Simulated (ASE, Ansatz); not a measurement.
# Localised basis functions on random fcc alloy of Ir and Pd (108 atoms), part 2 of 3

Wanted: errors and times of a linear-scaling basis for random fcc alloy of Ir and Pd (108 atoms). A setting counts as converged where the r.m.s. difference of forces stays under 1 % of the r.m.s. force.

Ansatz 0.2.0; Kohn-Sham DFT, PBE, PAW (set soft_2), plane waves.

The cell: 68 Pd and 40 Ir. The host structure and its lattice constant were typed by rule, without a check against the phase diagram. No spin–orbit coupling is included.

So far. Step 3 (Support functions low): Forces differ from the reference by 1.4 meV/Å r.m.s., 0.32 % of their size, within a tolerance of 1 %; the energy by -3.3 meV/atom. It took 17 s and 20 cycles; the reference's time can't be set against it, since the two runs asked for unlike analyses. Step 4 (Support functions medium): Forces differ from the reference by 1.3 meV/Å r.m.s., 0.32 % of their size, within a tolerance of 1 %; the energy by -3.3 meV/atom.

## Step 5: Support functions high

With localised support functions most steps grow linearly with size, though the diagonalisation grows faster unless the density matrix is cut; this run measures error and cost at this size. The level high gives here a grid of 72×72×72 points and a radius of 4.48 Å.

This step: Kohn-Sham DFT, PBE, PAW (set soft_2), localised support functions (high) (Ansatz 0.2.0).

input.yaml reads:

```yaml
crystal:
  lattice:
    - [11.6133, 0.0, 0.0]
    - [0.0, 11.6133, 0.0]
    - [0.0, 0.0, 11.6133]
  atoms:
    [... the 108 atom lines of step 2 ...]
kpoints:
  mp_grid: { grid: [2, 2, 2] }
hamiltonian:
  xc: pbe
scf:
  occupations: { method: cold, width: 0.15 }
  eigensolver: { kind: { support_functions: { accuracy: high } } }
  max_iter: 150
output:
  forces: true
  eigenvalues: true
```

The run is started by

```console
$ ansatz run input.yaml --threads 32 --pin off --max-ram 143360MiB --backend cuda --events-out ev --progress --plain --runs-dir out
```

Output:

```text
[...]
GPU FFT provider: cuFFT
GPU libraries: cuBLAS 13.8.1, cuFFT 12.4.0, cuSOLVER 12.3.2
[...]
Crystal: 108 atoms, lattice volume = 1566.271 Å³
Basis set: ecut = 420 eV, 30647 PW (Γ), exchange–correlation on 180×180×180 points (8 copies of the dense FFT grid, shifted against one another)
Bands: 1143, of which v1, the nominal top of the filled ones, is band 952 counted from 1 (951 counted from 0)
Symmetry: 1 space group operations
k-points: 8
[...]
GPU buffer pool allocated for 729000 grid points (all kernels)
Eigensolver: Support functions (high, 72×72×72 points, laid for a spacing of at most 0.176269 Å, radius 4.482194 Å, 1 species' potentials softened for the grid, 1 wholly corrected for its errors in the mean over positions, 2 with the egg-box correction, energy correction by stochastic trace)
[...]
SCF iter   1: F=—  HF=-951782.330073 eV  |F-HF|=—  |Δ(HF+E_count)|=         —  Δρ=2.78e-1  dr2=3.28e3  ethr=1.00e-1
[...]
SCF iter  44: F=—  HF=-951555.508462 eV  |F-HF|=—  |Δ(HF+E_count)|=   8.70e-4  S|Δr|=    0.00e0  Δρ=1.98e-6  dr2=4.12e-8  ethr=1.00e-12
SCF iter  45: F=-951555.508855 eV  HF=-951555.508855 eV  |F-HF|=9.31e-9  |Δ(HF+E_count)|=   3.93e-4  S|Δr|=    0.00e0  Δρ=1.09e-6  dr2=1.44e-8  ethr=1.00e-12
SCF 1 converged in 45 iterations: F = -951555.536368 eV  dr2 = 1.44e-8
[...]
SCF converged after 45 iterations
[...]
Free energy (F): -951555.536368 eV
[...]
Internal energy: -951555.556656 eV  (E = F + TS)
E sigma→0 (E₀):  -951555.543131 eV
Entropy (-TS):   0.020287 eV (0.188 meV/atom)
Fermi energy:    22.111101 eV
[...]
Σ components = -951555.536368   (vs F -951555.536368, Δ=0.00e0)
--- Forces (eV/Å), atoms counted from 1 ---
[... 108 lines of forces left out ...]
  max |Σ_I F_I| component: 2.54e-3 eV/Å
--- Band table (eV; the first three rows and the last of 8) ---
```

Elapsed: 43 s, on 1 × NVIDIA GB200 with 32 threads of Arm Neoverse V2, shared host; peak memory 1.7 GiB; 68 s of CPU time.

That memory is the host's; the program planned up to 11.5 GiB on the GPU.

The program notes that the correction for the support functions is uncertain and the support functions were not fully converged.

Keys that differ from the reference: support_functions.accuracy = "high" and scf.max_iter = 150.

Forces differ from the reference by 0.69 meV/Å r.m.s., 0.16 % of their size, well within a tolerance of 1 %; the energy by -3.2 meV/atom. It took 43 s and 45 cycles; the reference's time can't be set against it, since the two runs asked for unlike analyses.

## Step 6: Support functions medium, radius 3.0 Å

The radius confines each support function; a larger one gives more freedom and more work per atom.

This step: Kohn-Sham DFT, PBE, PAW (set soft_2), localised support functions (medium) (Ansatz 0.2.0).

input.yaml, the sections that differ from step 5:

```yaml
scf:
  occupations: { method: cold, width: 0.15 }
  eigensolver: { kind: { support_functions: { accuracy: medium, radius: 3.0 } } }
  max_iter: 150
# crystal, kpoints, hamiltonian, output: as in step 5
```

Output:

```text
Warning: scf.eigensolver.kind.support_functions: disabling space-group detection — the functions' gradient is summed over unrotated k-points, so no spatial operation reduces the k-mesh or symmetrises the density; time reversal is kept, so that k and −k are solved as one point where they differ and the mesh holds both, and exact exchange and, on two spinor components, a DFT+U term hold to it where the run has them: [...]
settings of this run that can trade accuracy for cost: scf.eigensolver.kind.support_functions [...]
Engine: ansatz 0.2.0, aarch64-unknown-linux-gnu
Pseudopotentials: kind: paw
Pseudopotential: Pd, paw, valence charge 18, recommended cutoff 420 eV (normal), Pd.paw.azcp
Pseudopotential: Ir, paw, valence charge 17, recommended cutoff 420 eV (normal), Ir.paw.azcp
[... 5 lines on functional and potentials left out ...]
device memory: the entry about to start is reckoned to put 0.5 GiB on a device that reports 182.5 GiB free
Error: SCF: the radius of support functions is under 3.56 Å, the least for these sites at the functions' level (scf.eigensolver.kind.support_functions.accuracy). Use scf.eigensolver.kind: auto, or type scf.eigensolver.kind.support_functions.radius at least as long, [...]
```

Wall time 1.1 s (1 × NVIDIA GB200 with 32 threads); peak memory 0.88 GiB.

That memory is the host's; the program planned up to 0.5 GiB on the GPU.

The program refuses radii under 3.56 Å for these atoms at this level.

## Step 7: Support functions medium, radius 3.3 Å

The radius confines each support function; a larger one gives more freedom and more work per atom.

input.yaml, the sections that differ from step 6:

```yaml
scf:
  occupations: { method: cold, width: 0.15 }
  eigensolver: { kind: { support_functions: { accuracy: medium, radius: 3.3 } } }
  max_iter: 150
# crystal, kpoints, hamiltonian, output: as in step 6
```

Output:

```text
Warning: scf.eigensolver.kind.support_functions: disabling space-group detection — the functions' gradient is summed over unrotated k-points, so no spatial operation reduces the k-mesh or symmetrises the density; time reversal is kept, so that k and −k are solved as one point where they differ and the mesh holds both, and exact exchange and, on two spinor components, a DFT+U term hold to it where the run has them: [...]
settings of this run that can trade accuracy for cost: scf.eigensolver.kind.support_functions [...]
Engine: ansatz 0.2.0, aarch64-unknown-linux-gnu
Pseudopotentials: kind: paw
Pseudopotential: Pd, paw, valence charge 18, recommended cutoff 420 eV (normal), Pd.paw.azcp
Pseudopotential: Ir, paw, valence charge 17, recommended cutoff 420 eV (normal), Ir.paw.azcp
[... 5 lines on functional and potentials left out ...]
device memory: the entry about to start is reckoned to put 0.5 GiB on a device that reports 182.5 GiB free
Error: SCF: the radius of support functions is under 3.56 Å, the least for these sites at the functions' level (scf.eigensolver.kind.support_functions.accuracy). Use scf.eigensolver.kind: auto, or type scf.eigensolver.kind.support_functions.radius at least as long, [...]
```

The job ended after 1.1 s (1 × NVIDIA GB200 with 32 threads; peak memory 0.9 GiB).

That memory is the host's; the program planned up to 0.5 GiB on the GPU.

The program refuses radii under 3.56 Å for these atoms at this level.

## Step 8: Support functions medium, radius 3.52 Å

The radius confines each support function; a larger one gives more freedom and more work per atom.

input.yaml, the sections that differ from step 7:

```yaml
scf:
  occupations: { method: cold, width: 0.15 }
  eigensolver: { kind: { support_functions: { accuracy: medium, radius: 3.52 } } }
  max_iter: 150
# crystal, kpoints, hamiltonian, output: as in step 7
```

Output:

```text
Warning: scf.eigensolver.kind.support_functions: disabling space-group detection — the functions' gradient is summed over unrotated k-points, so no spatial operation reduces the k-mesh or symmetrises the density; time reversal is kept, so that k and −k are solved as one point where they differ and the mesh holds both, and exact exchange and, on two spinor components, a DFT+U term hold to it where the run has them: [...]
settings of this run that can trade accuracy for cost: scf.eigensolver.kind.support_functions [...]
Engine: ansatz 0.2.0, aarch64-unknown-linux-gnu
Pseudopotentials: kind: paw
Pseudopotential: Pd, paw, valence charge 18, recommended cutoff 420 eV (normal), Pd.paw.azcp
Pseudopotential: Ir, paw, valence charge 17, recommended cutoff 420 eV (normal), Ir.paw.azcp
[... 5 lines on functional and potentials left out ...]
device memory: the entry about to start is reckoned to put 0.5 GiB on a device that reports 182.5 GiB free
Error: SCF: the radius of support functions is under 3.56 Å, the least for these sites at the functions' level (scf.eigensolver.kind.support_functions.accuracy). Use scf.eigensolver.kind: auto, or type scf.eigensolver.kind.support_functions.radius at least as long, [...]
```

Elapsed: 1.1 s, on 1 × NVIDIA GB200 with 32 threads; peak memory 0.88 GiB.

That memory is the host's; the program planned up to 0.5 GiB on the GPU.

The program refuses radii under 3.56 Å for these atoms at this level.

## Step 9: Support functions medium, radius 4.12 Å

The radius confines each support function; a larger one gives more freedom and more work per atom.

input.yaml, the sections that differ from step 8:

```yaml
scf:
  occupations: { method: cold, width: 0.15 }
  eigensolver: { kind: { support_functions: { accuracy: medium, radius: 4.12 } } }
  max_iter: 150
# crystal, kpoints, hamiltonian, output: as in step 8
```

Output:

```text
[...]
GPU FFT provider: cuFFT
GPU libraries: cuBLAS 13.8.1, cuFFT 12.4.0, cuSOLVER 12.3.2
[...]
Crystal: 108 atoms, lattice volume = 1566.271 Å³
Basis set: ecut = 420 eV, 30647 PW (Γ), exchange–correlation on 160×160×160 points (8 copies of the dense FFT grid, shifted against one another)
Bands: 1143, of which v1, the nominal top of the filled ones, is band 952 counted from 1 (951 counted from 0)
Symmetry: 1 space group operations
k-points: 8
[...]
GPU buffer pool allocated for 512000 grid points (all kernels)
[...]
SCF iter   1: F=—  HF=-951779.709716 eV  |F-HF|=—  |Δ(HF+E_count)|=         —  Δρ=2.78e-1  dr2=3.28e3  ethr=1.00e-1
[...]
SCF iter  19: F=-951555.291939 eV  HF=-951555.291939 eV  |F-HF|=5.78e-7  |Δ(HF+E_count)|=   1.18e-6  S|Δr|=    0.00e0  Δρ=7.17e-6  dr2=9.55e-7  ethr=2.16e-11
SCF 1 converged in 19 iterations: F = -951555.545317 eV  dr2 = 9.55e-7
[...]
SCF converged after 19 iterations
[...]
Free energy (F): -951555.545317 eV
[...]
Internal energy: -951555.566016 eV  (E = F + TS)
E sigma→0 (E₀):  -951555.552217 eV
Entropy (-TS):   0.020699 eV (0.192 meV/atom)
Fermi energy:    22.111984 eV
[...]
Σ components = -951555.545317   (vs F -951555.545317, Δ=0.00e0)
--- Forces (eV/Å), atoms counted from 1 ---
[... 108 lines of forces left out ...]
  max |Σ_I F_I| component: 6.93e-3 eV/Å
--- Band table (eV; the first three rows and the last of 8) ---
```

Wall time 18 s (1 × NVIDIA GB200 with 32 threads); peak memory 1.6 GiB; 39 s of CPU time.

That memory is the host's; the program planned up to 7.4 GiB on the GPU.

Keys that differ from the reference: support_functions.accuracy = "medium", support_functions.radius = 4.12 and scf.max_iter = 150.

Forces differ from the reference by 1.2 meV/Å r.m.s., 0.29 % of their size, well within a tolerance of 1 %; the energy by -3.3 meV/atom. It took 18 s and 19 cycles; the reference's time can't be set against it, since the two runs asked for unlike analyses.

## Step 10: Support functions medium, radius 4.49 Å

The radius confines each support function; a larger one gives more freedom and more work per atom.

input.yaml, the sections that differ from step 9:

```yaml
scf:
  occupations: { method: cold, width: 0.15 }
  eigensolver: { kind: { support_functions: { accuracy: medium, radius: 4.49 } } }
  max_iter: 150
# crystal, kpoints, hamiltonian, output: as in step 9
```

Output:

```text
[...]
GPU FFT provider: cuFFT
GPU libraries: cuBLAS 13.8.1, cuFFT 12.4.0, cuSOLVER 12.3.2
[...]
Crystal: 108 atoms, lattice volume = 1566.271 Å³
Basis set: ecut = 420 eV, 30647 PW (Γ), exchange–correlation on 160×160×160 points (8 copies of the dense FFT grid, shifted against one another)
Bands: 1143, of which v1, the nominal top of the filled ones, is band 952 counted from 1 (951 counted from 0)
Symmetry: 1 space group operations
k-points: 8
[...]
GPU buffer pool allocated for 512000 grid points (all kernels)
[...]
SCF iter   1: F=—  HF=-951782.351959 eV  |F-HF|=—  |Δ(HF+E_count)|=         —  Δρ=2.78e-1  dr2=3.28e3  ethr=1.00e-1
[...]
SCF iter  10: F=—  HF=-951555.505228 eV  |F-HF|=—  |Δ(HF+E_count)|=   5.07e-3  S|Δr|=    0.00e0  Δρ=1.15e-5  dr2=2.84e-6  ethr=1.33e-9
SCF iter  11: F=-951555.509069 eV  HF=-951555.509070 eV  |F-HF|=3.75e-7  |Δ(HF+E_count)|=   3.84e-3  S|Δr|=    0.00e0  Δρ=5.85e-6  dr2=5.99e-7  ethr=1.49e-10
SCF 1 converged in 11 iterations: F = -951555.551126 eV  dr2 = 5.99e-7
[...]
SCF converged after 11 iterations
[...]
Free energy (F): -951555.551126 eV
[...]
Internal energy: -951555.571453 eV  (E = F + TS)
E sigma→0 (E₀):  -951555.557901 eV
Entropy (-TS):   0.020327 eV (0.188 meV/atom)
Fermi energy:    22.111274 eV
[...]
Σ components = -951555.551126   (vs F -951555.551126, Δ=0.00e0)
--- Forces (eV/Å), atoms counted from 1 ---
[... 108 lines of forces left out ...]
  max |Σ_I F_I| component: 5.83e-3 eV/Å
--- Band table (eV; the first three rows and the last of 8) ---
```

It took 16 s on 1 × NVIDIA GB200 with 32 threads; peak memory 1.7 GiB.

That memory is the host's; the program planned up to 9.3 GiB on the GPU.

Keys that differ from the reference: support_functions.accuracy = "medium", support_functions.radius = 4.49 and scf.max_iter = 150.

Forces differ from the reference by 0.84 meV/Å r.m.s., 0.20 % of their size, well within a tolerance of 1 %; the energy by -3.4 meV/atom. It took 16 s and 11 cycles; the reference's time can't be set against it, since the two runs asked for unlike analyses.

## Step 11: Support functions medium, radius 5.06 Å

The radius confines each support function; a larger one gives more freedom and more work per atom.

input.yaml, the sections that differ from step 10:

```yaml
scf:
  occupations: { method: cold, width: 0.15 }
  eigensolver: { kind: { support_functions: { accuracy: medium, radius: 5.06 } } }
  max_iter: 150
# crystal, kpoints, hamiltonian, output: as in step 10
```

Output:

```text
[...]
GPU FFT provider: cuFFT
GPU libraries: cuBLAS 13.8.1, cuFFT 12.4.0, cuSOLVER 12.3.2
[...]
Crystal: 108 atoms, lattice volume = 1566.271 Å³
Basis set: ecut = 420 eV, 30647 PW (Γ), exchange–correlation on 160×160×160 points (8 copies of the dense FFT grid, shifted against one another)
Bands: 1143, of which v1, the nominal top of the filled ones, is band 952 counted from 1 (951 counted from 0)
Symmetry: 1 space group operations
k-points: 8
[...]
GPU buffer pool allocated for 512000 grid points (all kernels)
[...]
SCF iter   1: F=—  HF=-951783.399446 eV  |F-HF|=—  |Δ(HF+E_count)|=         —  Δρ=2.78e-1  dr2=3.28e3  ethr=1.00e-1
[...]
SCF iter  10: F=—  HF=-951555.539129 eV  |F-HF|=—  |Δ(HF+E_count)|=   1.75e-3  S|Δr|=    0.00e0  Δρ=1.07e-5  dr2=2.38e-6  ethr=1.35e-9
SCF iter  11: F=-951555.540411 eV  HF=-951555.540411 eV  |F-HF|=2.20e-7  |Δ(HF+E_count)|=   1.28e-3  S|Δr|=    0.00e0  Δρ=4.36e-6  dr2=3.36e-7  ethr=1.25e-10
SCF 1 converged in 11 iterations: F = -951555.552351 eV  dr2 = 3.36e-7
[...]
SCF converged after 11 iterations
[...]
Free energy (F): -951555.552351 eV
[...]
Internal energy: -951555.572577 eV  (E = F + TS)
E sigma→0 (E₀):  -951555.559093 eV
Entropy (-TS):   0.020225 eV (0.187 meV/atom)
Fermi energy:    22.111081 eV
[...]
Σ components = -951555.552351   (vs F -951555.552351, Δ=0.00e0)
--- Forces (eV/Å), atoms counted from 1 ---
[... 108 lines of forces left out ...]
  max |Σ_I F_I| component: 1.58e-3 eV/Å
--- Band table (eV; the first three rows and the last of 8) ---
```

Elapsed: 17 s, on 1 × NVIDIA GB200 with 32 threads; peak memory 1.7 GiB; 39 s of CPU time.

That memory is the host's; the program planned up to 11.3 GiB on the GPU.

Keys that differ from the reference: support_functions.accuracy = "medium", support_functions.radius = 5.06 and scf.max_iter = 150.

Forces differ from the reference by 0.74 meV/Å r.m.s., 0.18 % of their size, well within a tolerance of 1 %; the energy by -3.4 meV/atom. It took 17 s and 11 cycles; the reference's time can't be set against it, since the two runs asked for unlike analyses.

(Continued in part 3 of 3.)

[Logs are printed without paths, hosts, clocks, repeated set-up lines and the standing remarks that a program may print on its own settings, such as how far it seeks lower states.]

[Hosts, paths, dates, database ids (printed as entryN), source tags and the programs' standing remarks are cut or masked in the printed files.]
